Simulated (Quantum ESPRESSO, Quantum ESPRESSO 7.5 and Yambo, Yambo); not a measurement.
## BaAlGeH (P3m1): G0W0 with and without spin-orbit coupling

Aim: spinor G0W0 for BaAlGeH (P3m1) beside the scalar-relativistic result.

Method: PBEsol and many-body steps on it, plane waves, in Quantum ESPRESSO 7.5 and Yambo 5.3.0.

Most raw output is cut from this account.

## (1) Set-up

The structure is trigonal, space group P3m1 (No. 156). Conventional cell: a = 4.345 Å, b = 4.345 Å, c = 5.216 Å, α = 90.00°, β = 90.00°, γ = 120.00°. Ba has 3 H at 2.60 Å nearest. Al has 1 H at 1.73 Å and 3 Ge at 2.55 Å nearest. Ge has 3 Al at 2.55 Å nearest. Nearest to H lie 1 Al at 1.73 Å and 3 Ba at 2.60 Å. Farther neighbours are not listed.

The cell and positions come from the Crystallography Open Database and are kept as given unless a step says otherwise. Spin-orbit coupling is left out unless a step names it.

## (2) Empty states on the mesh, 3×3×4 mesh, 81 bands

This step: Quantum ESPRESSO 7.5; DFT, PBEsol, plane waves, norm-conserving pseudopotentials.

The sums over transitions need many empty states on a uniform mesh; this step solves for them.

pw.in reads:

```
&control
  calculation = 'nscf'
  prefix = 'x'
  outdir = 'o'
  pseudo_dir = 'pseudo'
/
&system
  ibrav = 0
  nat = 4
  ntyp = 4
  ecutwfc = 70.0
  nbnd = 81
  force_symmorphic = .true.
/
&electrons
  conv_thr = 1e-9
  electron_maxstep = 80
  diago_full_acc = .true.
  diago_thr_init = 5e-6
/
ATOMIC_SPECIES
  Ba 137.33 Ba.upf
  Al 26.982 Al.upf
  Ge 72.63 Ge.upf
  H 1.008 H.upf
CELL_PARAMETERS angstrom
  4.3448400000 -0.0000000000 0.0000000000
  -2.1724200000 3.7627418154 0.0000000000
  0.0000000000 0.0000000000 5.2160600000
ATOMIC_POSITIONS crystal
  Ba 0.0000000000 0.0000000000 0.0000000000
  Al 0.6666666667 0.3333333333 0.5395000000
  Ge 0.3333333333 0.6666666667 0.4551000000
  H 0.6666666667 0.3333333333 0.8703000000
K_POINTS automatic
  3 3 4 0 0 0
```

Started as:

```
$ OMP_NUM_THREADS=1 mpirun -n 4 pw.x -nk 4 -in pw.in > pw.out
```

Run time: 12 s. Hardware: 4 MPI ranks of Arm Neoverse V1, shared host; peak memory 0.38 GiB.

Numbers from this step:

| Property | Result |
| --- | --- |
| gap | 0.9327 eV |
| k of the valence top | 0, 0, -0.5 |
| k of the conduction bottom | 0, -0.3333, 0.25 |
| least direct gap | 1.325 eV |
| k points computed | 10 |
| lowest point of the top converged band, above the valence top | 37.94 eV |

On this mesh the gap is 0.933 eV.

The density comes from a self-consistent run that is not shown.

## (3) Conversion and set-up

This step: Yambo 5.3.0; conversion and set-up on PBEsol, plane waves, norm-conserving pseudopotentials.

The states are converted to the many-body program's format and the q mesh is built.

Started as:

```
$ (cd o/x.save; p2y > p2y.log; mv SAVE ../..); yambo > setup.log
```

Elapsed: 3.3 s, on 1 MPI rank; peak memory 0.24 GiB.

## (4) Scalar-relativistic

G0W0 replaces the xc potential by the self-energy, built once from these orbitals. Only a window of levels is corrected, while the sums run over the empty bands that the input names.

This step: G0W0 on PBEsol, plane waves, norm-conserving pseudopotentials.

gw1.in reads:

```
HF_and_locXC
gw0
dyson
ppa
em1d
rim_cut
RandQpts= 1000000
RandGvec= 1 RL
EXXRLvcs= 70 Ry
VXCRLvcs= 280 Ry
Chimod= "HARTREE"
% BndsRnXp
 1 | 81 |
%
NGsBlkXp= 6.5 Ry
% LongDrXp
 1 | 1 | 1 |
%
% GbndRnge
 1 | 81 |
%
DysSolver= "n"
ExtendOut
PPAPntXp= 27.21138 eV
% QPkrange
 3 | 3 | 13 | 16 |
 10 | 10 | 13 | 16 |
 1 | 1 | 13 | 16 |
%
```

Started as:

```
$ OMP_NUM_THREADS=1 mpirun -n 4 yambo -F gw1.in -J gw1 -C gw1 > gw1.log
```

It took 46 s on 4 MPI ranks; peak memory 1.7 GiB; 3 min of CPU time.

Numbers from this step:

```
G0W0 gap on the points computed              : 1.458 eV
starting gap on the mesh                     : 0.9327 eV
k of the valence top                         : 0, 0, -0.5
k of the conduction bottom                   : 0, -0.3333, 0.25
least direct G0W0 gap on the computed points : 1.844 eV
Z at the valence top                         : 0.7813
Z at the conduction bottom                   : 0.7927
```

The gap on the mesh goes from 0.93 eV to 1.46 eV, a correction of +0.53 eV.

## (5) Empty states on the mesh, 3×3×4 mesh, 162 bands

This step: Quantum ESPRESSO 7.5; DFT, PBEsol with spin-orbit coupling, plane waves, norm-conserving pseudopotentials.

Edit pw.in of step 2 so:

```diff
@@ -11,4 +11,6 @@
   ecutwfc = 70.0
-  nbnd = 81
+  nbnd = 162
   force_symmorphic = .true.
+  noncolin = .true.
+  lspinorb = .true.
 /
```

Started as:

```
$ OMP_NUM_THREADS=1 mpirun -n 4 pw.x -nk 4 -in pw.in > pw.out
```

The job ended after 70 s (4 MPI ranks; peak memory 0.88 GiB).

This step gave:

```yaml
gap: 0.8916 eV
k_of_the_valence_top: 0, 0, -0.5
k_of_the_conduction_bottom: 0, -0.3333, 0.25
least_direct_gap: 1.293 eV
k_points_computed: 10
lowest_point_of_the_top_converged_band_above_the_valence_top: 37.90 eV
```

On this mesh the gap is 0.892 eV.

The density comes from a self-consistent run that is not shown, made with spin-orbit coupling and fully relativistic files.

## (6) Conversion and set-up

This step: Yambo 5.3.0; conversion and set-up on PBEsol with spin-orbit coupling, plane waves, norm-conserving pseudopotentials.

Started as:

```
$ (cd o/x.save; p2y > p2y.log; mv SAVE ../..); yambo > setup.log
```

The job ended after 4.5 s (1 MPI rank; peak memory 0.24 GiB).

## (7) With spin-orbit coupling

This step: G0W0 on PBEsol with spin-orbit coupling, plane waves, norm-conserving pseudopotentials.

gw4.in reads:

```
HF_and_locXC
gw0
dyson
ppa
em1d
rim_cut
RandQpts= 1000000
RandGvec= 1 RL
EXXRLvcs= 70 Ry
VXCRLvcs= 280 Ry
Chimod= "HARTREE"
% BndsRnXp
 1 | 162 |
%
NGsBlkXp= 6.5 Ry
% LongDrXp
 1 | 1 | 1 |
%
% GbndRnge
 1 | 162 |
%
DysSolver= "n"
ExtendOut
PPAPntXp= 27.21138 eV
% QPkrange
 3 | 3 | 25 | 32 |
 10 | 10 | 25 | 32 |
 1 | 1 | 25 | 32 |
%
```

Started as:

```
$ OMP_NUM_THREADS=1 mpirun -n 4 yambo -F gw4.in -J gw4 -C gw4 > gw4.log
```

It took 3.6 min on 4 MPI ranks; peak memory 3.7 GiB.

Numbers from this step:

```yaml
g0w0_gap_on_the_points_computed: 1.442 eV
starting_gap_on_the_mesh: 0.8916 eV
k_of_the_valence_top: 0, 0, -0.5
k_of_the_conduction_bottom: 0, -0.3333, 0.25
least_direct_g0w0_gap_on_the_computed_points: 1.810 eV
z_at_the_valence_top: 0.7817
z_at_the_conduction_bottom: 0.7926
```

Against G0W0 in Yambo (3×3×4 mesh, 81 bands, screening to 88.4 eV, Godby-Needs plasmon pole), the gap moves by −0.016 eV.

## (8) Side by side

Times are wall times on 4 MPI ranks of Arm Neoverse V1, shared host, good to a factor of about two.

```csv
run,mesh,bands,screening cutoff (eV),DFT gap (eV),gap on the mesh (eV),direct (eV),time
scalar-relativistic,3×3×4,81,88.4,0.933,1.458,1.844,46 s
with spin-orbit coupling,3×3×4,162,88.4,0.892,1.442,1.810,3.6 min
```

## (9) Summary of results

```json
{"scalar-relativistic": "1.458 eV", "with spin-orbit coupling": "1.442 eV", "known limits": "not at the basis limit; exchange with frozen shells missing; no spin-orbit coupling in some runs; coarse k mesh"}
```

In words: With spin-orbit coupling: −0.016 eV against scalar-relativistic, −0.041 eV of it in the start. Bands and cutoff are finite, so the gap is not at the basis limit. The miss can reach some tenths of an eV and take either sign; the mesh is an error of its own. In the G0W0 runs levels were corrected at 3 k points alone, so a gap called «on the mesh» is the least over those, and an edge elsewhere would be missed. A denser mesh or path gives a starting gap of 0.74 eV: the GW mesh misses a band edge, so its gaps are not the fundamental one. The 3×3×4 mesh is coarse for this cell, which bears on the long-range parts of exchange and screening. The norm-conserving file of at least one element keeps a d shell over frozen s and p shells of the same row. Exchange with those shells is missing from the self-energy, an error of 0.3 to 0.9 eV in cases checked, whose sign depends on which edge lies on those atoms.

[Paths, hosts, dates, memory and timing lines, banners, echoed tables and standing remarks are left out of the program output.]

[Logs are printed without paths, hosts, clocks, repeated set-up lines and the standing remarks that a program may print on its own settings, such as how far it seeks lower states.]

[Runs of the session that timed out or met a known fault of the program may be left out.]

[Hosts, paths, dates, database ids (printed as entryN), source tags and the programs' standing remarks are cut or masked in the printed files.]
